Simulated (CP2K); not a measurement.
Consider 3-fluoropyrrole at its PBE geometry (Å).

```xyz
10

F     2.4201    0.1588    0.6451
C     1.1070    0.0707    0.2920
C     0.2053    1.1611    0.2322
C    -1.0129    0.6255   -0.1602
N    -0.8501   -0.7294   -0.3297
C     0.4559   -1.0979   -0.0562
H     0.4209    2.1997    0.4519
H    -1.9713    1.1013   -0.3289
H    -1.5773   -1.3692   -0.6219
H     0.8024   -2.1205   -0.1242
```

Method: CP2K XAS_TDP, all-electron GAPW, PBEh(45%), aug-cc-pVDZ, TDA, GW2X-corrected core level, no relativity.

Q: Where do the N K-edge lines lie, and how strong are they?

Leading lines: N5 403.14 eV. The leading line of an atom is its first one with 35 % of the strongest within 2.5 eV of its lowest line over the strength cut. Core ionisation energies at this level: N5 406.93 eV.

The first six lines of each atom with a strength over 0.0015:

```tsv
atom	energy (eV)	states	strength, one atom	above the computed threshold
N5 (bonded to 2 C and H)	403.14	1	0.0337	
	403.99	1	0.0138	
	407.02	1	0.0125	yes
	407.68	1	0.0085	yes
	408.06	1	0.0174	yes
	408.24	1	0.0016	yes
```

Lines are vertical, at one geometry, with no vibrational structure. GW2X ionisation energies and lines can be off by 1 to 2 eV either way, and a good line position may hide errors that cancel. These values hold no scalar relativity, about 0.2 eV for N 1s. Rydberg lines, and the discretised continuum above threshold, depend on the basis and the box.

[Banner, clock and machine lines of the logs are left out without a mark of their own.]

[Logs are printed without paths, hosts, clocks, repeated set-up lines and the standing remarks that a program may print on its own settings, such as how far it seeks lower states.]

[Hosts, paths, dates, database ids (printed as entryN), source tags and the programs' standing remarks are cut or masked in the printed files.]
